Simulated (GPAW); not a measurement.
# Gap slopes of MgS (F-43m) from G0W0 (biaxial strain)

Does LDA give the same change of gap under biaxial strain as G0W0? The case is MgS (F-43m).

Method: LDA and many-body steps on it, plane waves, in GPAW 26.7.0.

### 1. The structure

The structure is cubic, space group F-43m (No. 216). The conventional cell has a = 5.666 Å, b = 5.666 Å, c = 5.666 Å, α = 90.00°, β = 90.00°, γ = 90.00°. Mg has 4 S at 2.45 Å nearest. S has 4 Mg at 2.45 Å nearest. Farther neighbours and most contacts between anions are not listed.

As a file:

```cif
data_structure
_symmetry_space_group_name_H-M 'F-43m'
_symmetry_Int_Tables_number 216
_cell_length_a 5.6662
_cell_length_b 5.6662
_cell_length_c 5.6662
_cell_angle_alpha 90.000
_cell_angle_beta 90.000
_cell_angle_gamma 90.000
_cell_volume 181.92
loop_
_atom_site_label
_atom_site_type_symbol
_atom_site_symmetry_multiplicity
_atom_site_Wyckoff_symbol
_atom_site_fract_x
_atom_site_fract_y
_atom_site_fract_z
_atom_site_occupancy
Mg1 Mg 4 a 0.00000 0.00000 0.00000 1
S1 S 4 c 0.25000 0.25000 0.25000 1
```

The cell is the Materials Project's (PBE, PBE+U or r2SCAN) relaxed one; fractional positions held. This is not the form that MgS usually takes at ambient conditions.

### 2. Ground state

This step: GPAW 26.7.0; DFT, LDA, plane waves, PAW.

The ground-state density comes first.

The input, run.py:

```python
import json
import numpy as np
from gpaw.mpi import world
from ase import Atoms
from gpaw import GPAW, PW, FermiDirac

atoms = Atoms(['Mg', 'S'],
    cell=[[0.0000000000, 2.8331200468, 2.8331200468],
      [2.8331200468, 0.0000000000, 2.8331200468],
      [2.8331200468, 2.8331200468, 0.0000000000]],
    scaled_positions=[[0.0000000000, 0.0000000000, 0.0000000000],
      [0.7500000000, 0.7500000000, 0.7500000000]],
    pbc=(True, True, True))
calc = GPAW(mode=PW(450),
    xc='LDA',
    kpts={'size': (8, 8, 8), 'gamma': True},
    occupations=FermiDirac(0.001),
    nbands=-7,
    convergence={'density': 1e-6, 'bands': -3},
    maxiter=100,
    txt='gs.txt')
atoms.calc = calc
res = {'energy': atoms.get_potential_energy(), 'forces': atoms.get_forces(), 'stress': atoms.get_stress()}
kpts = calc.get_ibz_k_points()
res['kpts'] = kpts
res['eigenvalues'] = [calc.get_eigenvalues(kpt=k) for k in range(len(kpts))]
res['n_electrons'] = calc.get_number_of_electrons()
calc.write('gs.gpw')

if world.rank == 0:
    with open('result.json', 'w') as f:
        json.dump(res, f, default=lambda x: x.tolist())
```

Command:

```bash
$ mpirun -n 4 gpaw python run.py
```

Numbers of over 12 decimals in the logs are rounded to 6 here.

What it wrote:

```text
__  _  _
 | _ |_)|_||  |
 |__||  | ||/\| - 26.7.0

Input parameters:
  mode=PW(ecut=450.000000),
  convergence={'density': 1e-06, 'bands': -3},
  kpts=MonkhorstPack(size=(8, 8, 8), gamma=True),
  maxiter=100,
  nbands=-7,
  occupations=Occupations(name='fermi-dirac', width=0.001, fixmagmom=False),
  xc=XC(name='LDA')
  [... matrices ...]
Diagonalizing LCAO Hamiltonian
Converting LCAO to pw mode

                    S

[...]
No difference between direct/indirect transitions

Forces  # eV/Ang
|        x |       y |        z |
| -0.00000 | 0.00000 | -0.00000 |  # Mg   0
| -0.00000 | 0.00000 |  0.00000 |  # S    1

Force computation time: 0.017  # s

Stress tensor  # eV/Ang^3
|        x |        y |        z |
[...]
| 0.000000 | 0.017086 | 0.000000 |
| 0.000000 | 0.000000 | 0.017086 |

Stress computation time: 0.179  # s

# Writing to gs.gpw (mode='')
  [... matrices ...]
[key lines of the parts left out:]
Converged in 10 steps
Free energy:      -9.409501
dipole moment: (-5.527567, -5.527567, -5.527567)  # |e|*Ang
Fermi level: 2.534
```

Wall time 4.4 s (4 MPI ranks of Arm Neoverse V1, shared host); peak memory 0.59 GiB; 17 s of CPU time.

This step gave:

```yaml
total_energy: -9.410 eV
gap: 3.176 eV
k_of_the_valence_top: 0, 0, 0
k_of_the_conduction_bottom: 0, 0, 0
least_direct_gap: 3.176 eV
pressure: -2.737 GPa
```

The gap is direct, at Γ.

### 3. Empty states on the mesh, 4×4×4 mesh, 219 bands

The sums over transitions need many empty states on a uniform mesh; this step solves for them.

The input, run.py:

```python
import json
import numpy as np
from gpaw.mpi import world
from gpaw import GPAW

calc = GPAW('gs.gpw').fixed_density(kpts={'size': (4, 4, 4), 'gamma': True},
    parallel={'domain': 1, 'band': 1},
    txt='nscf.txt')
calc.diagonalize_full_hamiltonian(nbands=219)
calc.write('full.gpw', mode='all')
res = {}
kpts = calc.get_ibz_k_points()
res['kpts'] = kpts
res['eigenvalues'] = [calc.get_eigenvalues(kpt=k) for k in range(len(kpts))]
res['n_electrons'] = calc.get_number_of_electrons()

if world.rank == 0:
    with open('result.json', 'w') as f:
        json.dump(res, f, default=lambda x: x.tolist())
```

Command:

```bash
$ mpirun -n 4 gpaw python run.py
```

What it wrote:

```text
Diagonalizing LCAO Hamiltonian
Converting LCAO to pw mode
convergence criteria:
- Maximum integral of absolute [eigenst]ate change: 4e-08 eV^2 / valence electron
maximum number of iterations: 100

SCF iterations
|iter     |     time |      energy | eigst |  dens |
|iter:   1|  |             | +0.95 |       |
|iter:   2|  |             | -0.36 |       |
|iter:   3|  |             | -1.33 |       |
[...]
|iter:   7|  |             | -6.15 |       |
|iter:   8|  |             | -7.30 |       |
|iter:   9|  |             | -7.89c|       |
SCF steps: 9
  __  _  _
 | _ |_)|_||  |
 |__||  | ||/\| - 26.7.0

Input parameters:
  mode=PW(ecut=450.000000),
  convergence={'density': 1e-06, 'bands': -3},
  gpts=array([20, 20, 20]),
  kpts=MonkhorstPack(size=(4, 4, 4), gamma=True),
  maxiter=100,
  nbands=15,
  occupations=Occupations(name='fermi-dirac', width=0.001, fixmagmom=False),
  parallel={'domain': 1, 'band': 1},
  xc=XC(name='LDA')
Matrix size: 982x982
# Writing to full.gpw (mode='all')
  [... matrices ...]

timing:  # [seconds]
  Total: 2.352  # ━━━━━━━━━━━━━━━━━━━━━━━━━━━━━━━━━━━━━━━━━━━━━━━━━━━━━━━━━━━
```

Elapsed: 5.3 s, on 4 MPI ranks; peak memory 0.79 GiB; 21 s of CPU time.

This step gave:

```yaml
gap: 3.176 eV
k_of_the_valence_top: 0, 0, 0
k_of_the_conduction_bottom: 0, 0, 0
least_direct_gap: 3.176 eV
k_points_computed: 8
lowest_point_of_the_top_converged_band_above_the_valence_top: 153.8247 eV
```

On this mesh the gap is 3.176 eV.

### 4. G0W0, strain +0 %

Now the one-shot GW correction: screening in the RPA, then the self-energy of the levels asked for.

This step: G0W0 on LDA, plane waves, PAW.

The input, run.py:

```python
import json
import numpy as np
from gpaw.mpi import world
from gpaw.response.g0w0 import G0W0

gw = G0W0('full.gpw',
    filename='gw',
    kpts=[0],
    bands=(6, 10),
    ecut=np.float64(160.0),
    integrate_gamma='WS',
    ppa=True,
    ecut_extrapolation=True)
gw.calculate()
res = {mode: {k: v for k, v in r.items() if k != 'sigma_eskwn'}
       for mode, r in gw.all_results.items()}

if world.rank == 0:
    with open('result.json', 'w') as f:
        json.dump(res, f, default=lambda x: x.tolist())
```

Command:

```bash
$ mpirun -n 4 gpaw python run.py
```

What it wrote:

```text
Using integrator: PointIntegrator
FrequencyGridDescriptor(from 0.000+0.000j to 0.000+27.211j eV, 2 points)
Nonperiodic BCs:  [False False False]
Using integrator: PointIntegrator
FrequencyGridDescriptor(from 0.000+0.000j to 0.000+27.211j eV, 2 points)
Nonperiodic BCs:  [False False False]
  ___  _ _ _
 |   || | | |
 | | || | | |
 |__ ||_____|
 |___|

BZ k-points: Symmetries present (total): 24

  [... matrices ...]
64 k-points: 4 x 4 x 4 Monkhorst-Pack grid + [1/8,1/8,1/8]
8 k-points in the irreducible part of the Brillouin zone
       k-points in crystal coordinates                weights
   0:     0.00000000    0.00000000    0.00000000          1/64
   1:     0.25000000    0.25000000    0.00000000          6/64
   2:     0.25000000    0.25000000    0.25000000          8/64
[...]
6:     0.50000000    0.50000000    0.25000000         24/64
   7:     0.50000000    0.50000000    0.50000000          4/64

Distributing spins, k-points and bands (1 x 1 x 4) over 4 processes
Number of blocks: 1

Quasi particle states:
k-points (IBZ indices): [0]
Band range: (6, 10)
  [... matrices ...]
Computational parameters:
Extrapolating to infinite plane wave cut-off using points at:
  137.884 eV
  147.917 eV
  160.000 eV
Number of bands: 209
Coulomb cutoff: None
Broadening: 0.1 eV

fxc modes: GW
Kernel: RPA
Using Godby-Needs plasmon-pole approximation:
  Fitting energy: i*E0, E0 = 1.000 Hartree
Summing all q:

Calculating screened Coulomb potential
No Coulomb truncation
FrequencyGridDescriptor(from 0.000+0.000j to 0.000+27.211j eV, 2 points)
Removing empty qpoint cache files...

Calculating chi0 body with:
    Ground state adapter containing:
    Number of spins: 1
    Number of kpoints: 64
    Number of irreducible kpoints: 8
    Number of completely occupied states: 8
    Number of partially occupied states: 8
    Occupied states memory: 0.9765625 M / cpu

    Linear response parametrization:
    q_c: [0.0, 0.0, 0.0]
    Number of frequency points: 2
    Planewave cutoff: 160.0
    Number of bands: 209
    Number of planewaves: 181
    Broadening (eta): 1e-06
    comm.size: 4
    kncomm.size: 4
    blockcomm.size: 1

    Memory estimate of potentially large arrays:
        chi0_wGG: 0.999786 M / cpu
Integrating chi0 body.

Symmetries of q_c:
    Direct symmetries (Uq -> q): 24
    Indirect symmetries (TUq -> q): 24
In total 48 allowed symmetries.

  [... matrices ...]
8 groups of equivalent kpoints. 87.5% reduction.

Integral kind: response function
Integrating chi0 head and wings.

Symmetries of q_c:
    Direct symmetries (Uq -> q): 24
    Indirect symmetries (TUq -> q): 24
In total 48 allowed symmetries.

  [... matrices ...]
8 groups of equivalent kpoints. 87.5% reduction.

Integral kind: response function wings

Calculating chi0 body with:
    Ground state adapter containing:
    Number of spins: 1
    Number of kpoints: 64
    Number of irreducible kpoints: 8
    Number of completely occupied states: 8
    Number of partially occupied states: 8
    Occupied states memory: 0.9765625 M / cpu

    Linear response parametrization:
[... the further q-points ...]
Extrapolating selfenergy to infinite energy cutoff:
  Performing linear fit to 3 points
  Minimum R^2 = 0.9996. (R^2 Should be close to 1)
  [... matrices ...]
Results:
f:      Occupation numbers
eps:     KS-eigenvalues [eV]
vxc:     KS vxc [eV]
exx:     Exact exchange [eV]
sigma:   Self-energies [eV]
dsigma:  Self-energy derivatives
Z:       Renormalization factors
qp:      QP-energies [eV]

k-point 0 (0): (0.000, 0.000, 0.000)                GW
band       f     eps     vxc     exx   sigma  dsigma       Z      qp
                                                                   GW
   6   1.000   1.541 -15.058 -18.097   1.389  -0.281   0.780   0.252
   7   1.000   1.541 -15.058 -18.097   1.389  -0.281   0.780   0.253
   8   0.000   4.716 -10.894  -6.591  -3.641  -0.221   0.819   5.258
   9   0.000   9.281 -10.602  -5.295  -4.151  -0.236   0.809  10.216
```

Run time: 57 s. Hardware: 4 MPI ranks; peak memory 1.2 GiB.

Numbers from this step:

```
quasiparticle gap on the points computed              : 5.006 eV
least direct quasiparticle gap on the computed points : 5.006 eV
Z at the valence top                                  : 0.7803
Z at the conduction bottom                            : 0.8189
starting gap on the mesh                              : 3.176 eV
k of the valence top                                  : 0, 0, 0
k of the conduction bottom                            : 0, 0, 0
gaps at the cutoffs of the extrapolation              : 4.912, 4.921, 4.931 eV
```

The gap on the mesh goes from 3.18 eV to 5.01 eV, a correction of +1.83 eV.

### 5. One-shot HSE06, strain +0 %

This step: one-shot HSE06 levels on LDA orbitals, plane waves, PAW.

The input, run.py:

```python
import json
import numpy as np
from gpaw.mpi import world
from gpaw.hybrids.eigenvalues import non_self_consistent_eigenvalues

dft, vxc, vxc_hyb = non_self_consistent_eigenvalues('full.gpw', 'HSE06', 6, 10, kpt_indices=[0])
res = {'dft': dft[0], 'hybrid': (dft - vxc + vxc_hyb)[0]}
if world.rank == 0:
    with open('hybrid.txt', 'w') as f:
        for k, e0, e1 in zip([0], res['dft'], res['hybrid']):
            print(k, ' '.join(f'{x:9.4f}' for x in e0), '|', ' '.join(f'{x:9.4f}' for x in e1), file=f)

if world.rank == 0:
    with open('result.json', 'w') as f:
        json.dump(res, f, default=lambda x: x.tolist())
```

Command:

```bash
$ mpirun -n 4 gpaw python run.py
```

What it wrote:

```text
IBZ(<points: 8, symmetries: 24>)
Occupied bands: 8
Transforming wave functions from IBZ to BZ: 0.020 seconds
Distributing wave functions and iFFT-ing to real space: 0.123 seconds
Calculating eigenvalues:
  k-points: 1
  Bands: 6-9 (inclusive)
  Seconds: 0.119 (wave-function broadcasting: 0.003 seconds)
HSE06-eigenvalue shifts:
  min: -0.621 eV
  ave: 0.082 eV
  max: 0.886 eV
```

Elapsed: 2.8 s, on 4 MPI ranks; peak memory 0.48 GiB; 11 s of CPU time.

This step gave:

- starting gap on the mesh: 3.176 eV
- hybrid gap on the mesh: 4.480 eV
- least direct hybrid gap on the computed points: 4.480 eV

### 6. G0W0, strain -1 %

This step: G0W0 on LDA, plane waves, PAW.

The cell differs from the one that the last finished run ended in (a 4.007 → 3.987 Å, b 4.007 → 3.987 Å, c 4.007 → 3.967 Å, γ 60.0 → 59.7°).

The input, run.py:

```python
import json
import numpy as np
from gpaw.mpi import world
from gpaw.response.g0w0 import G0W0

gw = G0W0('full.gpw',
    filename='gw',
    kpts=[0],
    bands=(6, 10),
    ecut=np.float64(162.159),
    integrate_gamma='WS',
    ppa=True,
    ecut_extrapolation=True)
gw.calculate()
res = {mode: {k: v for k, v in r.items() if k != 'sigma_eskwn'}
       for mode, r in gw.all_results.items()}

if world.rank == 0:
    with open('result.json', 'w') as f:
        json.dump(res, f, default=lambda x: x.tolist())
```

Command:

```bash
$ mpirun -n 4 gpaw python run.py
```

What it wrote:

```text
Using integrator: PointIntegrator
FrequencyGridDescriptor(from 0.000+0.000j to 0.000+27.211j eV, 2 points)
Nonperiodic BCs:  [False False False]
Using integrator: PointIntegrator
FrequencyGridDescriptor(from 0.000+0.000j to 0.000+27.211j eV, 2 points)
Nonperiodic BCs:  [False False False]
  ___  _ _ _
 |   || | | |
 | | || | | |
 |__ ||_____|
 |___|

BZ k-points: Symmetries present (total): 8

  [... matrices ...]
64 k-points: 4 x 4 x 4 Monkhorst-Pack grid + [1/8,1/8,1/8]
13 k-points in the irreducible part of the Brillouin zone
[...]
Results:
f:      Occupation numbers
eps:     KS-eigenvalues [eV]
vxc:     KS vxc [eV]
exx:     Exact exchange [eV]
sigma:   Self-energies [eV]
dsigma:  Self-energy derivatives
Z:       Renormalization factors
qp:      QP-energies [eV]

k-point 0 (0): (0.000, 0.000, 0.000)                GW
band       f     eps     vxc     exx   sigma  dsigma       Z      qp
                                                                   GW
   6   1.000   1.691 -15.106 -18.153   1.389  -0.280   0.782   0.395
   7   1.000   1.691 -15.106 -18.153   1.389  -0.280   0.782   0.395
   8   0.000   4.956 -10.975  -6.633  -3.677  -0.220   0.819   5.501
   9   0.000   9.466 -10.699  -5.369  -4.165  -0.234   0.811  10.410
```

It took 72 s on 4 MPI ranks; peak memory 1.2 GiB; 4.8 min of CPU time.

This step gave:

```yaml
quasiparticle_gap_on_the_points_computed: 5.106 eV
least_direct_quasiparticle_gap_on_the_computed_points: 5.106 eV
starting_gap_on_the_mesh: 3.266 eV
k_of_the_valence_top: 0, 0, 0
k_of_the_conduction_bottom: 0, 0, 0
gaps_at_the_cutoffs_of_the_extrapolation: 5.013, 5.022, 5.032 eV
```

The gap on the mesh goes from 3.27 eV to 5.11 eV, a correction of +1.84 eV.

Ground state, empty states and screening of this cell were made anew, as for the first cell; those steps are not shown. Ions: fractional positions held.

### 7. One-shot HSE06, strain -1 %

This step: one-shot HSE06 levels on LDA orbitals, plane waves, PAW.

The input, run.py:

```python
import json
import numpy as np
from gpaw.mpi import world
from gpaw.hybrids.eigenvalues import non_self_consistent_eigenvalues

dft, vxc, vxc_hyb = non_self_consistent_eigenvalues('full.gpw', 'HSE06', 6, 10, kpt_indices=[0])
res = {'dft': dft[0], 'hybrid': (dft - vxc + vxc_hyb)[0]}
if world.rank == 0:
    with open('hybrid.txt', 'w') as f:
        for k, e0, e1 in zip([0], res['dft'], res['hybrid']):
            print(k, ' '.join(f'{x:9.4f}' for x in e0), '|', ' '.join(f'{x:9.4f}' for x in e1), file=f)

if world.rank == 0:
    with open('result.json', 'w') as f:
        json.dump(res, f, default=lambda x: x.tolist())
```

Command:

```bash
$ mpirun -n 4 gpaw python run.py
```

What it wrote:

```text
IBZ(<points: 13, symmetries: 8>)
Occupied bands: 8
Transforming wave functions from IBZ to BZ: 0.020 seconds
Distributing wave functions and iFFT-ing to real space: 0.127 seconds
Calculating eigenvalues:
  k-points: 1
  Bands: 6-9 (inclusive)
  Seconds: 0.117 (wave-function broadcasting: 0.003 seconds)
HSE06-eigenvalue shifts:
  min: -0.623 eV
  ave: 0.083 eV
  max: 0.889 eV
```

The job ended after 2.8 s (4 MPI ranks; peak memory 0.48 GiB).

Numbers from this step:

| Quantity | Value |
| --- | --- |
| starting gap on the mesh | 3.266 eV |
| hybrid gap on the mesh | 4.579 eV |
| least direct hybrid gap on the computed points | 4.579 eV |

### 8. G0W0, strain +1 %

This step: G0W0 on LDA, plane waves, PAW.

The cell differs from the one that the last finished run ended in (a 3.987 → 4.027 Å, b 3.987 → 4.027 Å, c 3.967 → 4.047 Å, α 60.2 → 59.8°, β 60.2 → 59.8°, γ 59.7 → 60.3°).

The input, run.py:

```python
import json
import numpy as np
from gpaw.mpi import world
from gpaw.response.g0w0 import G0W0

gw = G0W0('full.gpw',
    filename='gw',
    kpts=[0],
    bands=(6, 10),
    ecut=np.float64(157.891),
    integrate_gamma='WS',
    ppa=True,
    ecut_extrapolation=True)
gw.calculate()
res = {mode: {k: v for k, v in r.items() if k != 'sigma_eskwn'}
       for mode, r in gw.all_results.items()}

if world.rank == 0:
    with open('result.json', 'w') as f:
        json.dump(res, f, default=lambda x: x.tolist())
```

Command:

```bash
$ mpirun -n 4 gpaw python run.py
```

What it wrote:

```text
Using integrator: PointIntegrator
FrequencyGridDescriptor(from 0.000+0.000j to 0.000+27.211j eV, 2 points)
Nonperiodic BCs:  [False False False]
Using integrator: PointIntegrator
FrequencyGridDescriptor(from 0.000+0.000j to 0.000+27.211j eV, 2 points)
Nonperiodic BCs:  [False False False]
  ___  _ _ _
 |   || | | |
 | | || | | |
 |__ ||_____|
 |___|

BZ k-points: Symmetries present (total): 8

  [... matrices ...]
64 k-points: 4 x 4 x 4 Monkhorst-Pack grid + [1/8,1/8,1/8]
13 k-points in the irreducible part of the Brillouin zone
[...]
Results:
f:      Occupation numbers
eps:     KS-eigenvalues [eV]
vxc:     KS vxc [eV]
exx:     Exact exchange [eV]
sigma:   Self-energies [eV]
dsigma:  Self-energy derivatives
Z:       Renormalization factors
qp:      QP-energies [eV]

k-point 0 (0): (0.000, 0.000, 0.000)                GW
band       f     eps     vxc     exx   sigma  dsigma       Z      qp
                                                                   GW
   6   1.000   1.396 -15.010 -18.043   1.383  -0.284   0.779   0.111
   7   1.000   1.422 -15.008 -18.040   1.383  -0.284   0.779   0.137
   8   0.000   4.483 -10.813  -6.550  -3.609  -0.222   0.818   5.019
   9   0.000   9.093 -10.510  -5.230  -4.135  -0.235   0.809  10.020
```

Run time: 77 s. Hardware: 4 MPI ranks; peak memory 1.2 GiB; 5.1 min of CPU time.

Numbers from this step:

- quasiparticle gap on the points computed: 4.882 eV
- least direct quasiparticle gap on the computed points: 4.882 eV
- starting gap on the mesh: 3.062 eV
- k of the valence top: 0, 0, 0
- k of the conduction bottom: 0, 0, 0
- gaps at the cutoffs of the extrapolation: 4.785, 4.794, 4.804 eV

The gap on the mesh goes from 3.06 eV to 4.88 eV, a correction of +1.82 eV.

Again on this cell's own states.

### 9. One-shot HSE06, strain +1 %

This step: one-shot HSE06 levels on LDA orbitals, plane waves, PAW.

The input, run.py:

```python
import json
import numpy as np
from gpaw.mpi import world
from gpaw.hybrids.eigenvalues import non_self_consistent_eigenvalues

dft, vxc, vxc_hyb = non_self_consistent_eigenvalues('full.gpw', 'HSE06', 6, 10, kpt_indices=[0])
res = {'dft': dft[0], 'hybrid': (dft - vxc + vxc_hyb)[0]}
if world.rank == 0:
    with open('hybrid.txt', 'w') as f:
        for k, e0, e1 in zip([0], res['dft'], res['hybrid']):
            print(k, ' '.join(f'{x:9.4f}' for x in e0), '|', ' '.join(f'{x:9.4f}' for x in e1), file=f)

if world.rank == 0:
    with open('result.json', 'w') as f:
        json.dump(res, f, default=lambda x: x.tolist())
```

Command:

```bash
$ mpirun -n 4 gpaw python run.py
```

What it wrote:

```text
IBZ(<points: 13, symmetries: 8>)
Occupied bands: 8
Transforming wave functions from IBZ to BZ: 0.021 seconds
Distributing wave functions and iFFT-ing to real space: 0.134 seconds
Calculating eigenvalues:
  k-points: 1
  Bands: 6-9 (inclusive)
  Seconds: 0.125 (wave-function broadcasting: 0.003 seconds)
HSE06-eigenvalue shifts:
  min: -0.620 eV
  ave: 0.079 eV
  max: 0.881 eV
```

The job ended after 2.9 s (4 MPI ranks; peak memory 0.46 GiB; 11 s of CPU time).

This step gave:

```yaml
starting_gap_on_the_mesh: 3.062 eV
hybrid_gap_on_the_mesh: 4.357 eV
least_direct_hybrid_gap_on_the_computed_points: 4.357 eV
```

(Part 1 of 2 ends here.)

[Paths, hosts, dates, memory and timing lines, banners, echoed tables and standing remarks are left out of the program output.]

[Logs are printed without paths, hosts, clocks, repeated set-up lines and the standing remarks that a program may print on its own settings, such as how far it seeks lower states.]

[Runs of the session that timed out or met a known fault of the program may be left out.]

[Hosts, paths, dates, database ids (printed as entryN), source tags and the programs' standing remarks are cut or masked in the printed files.]
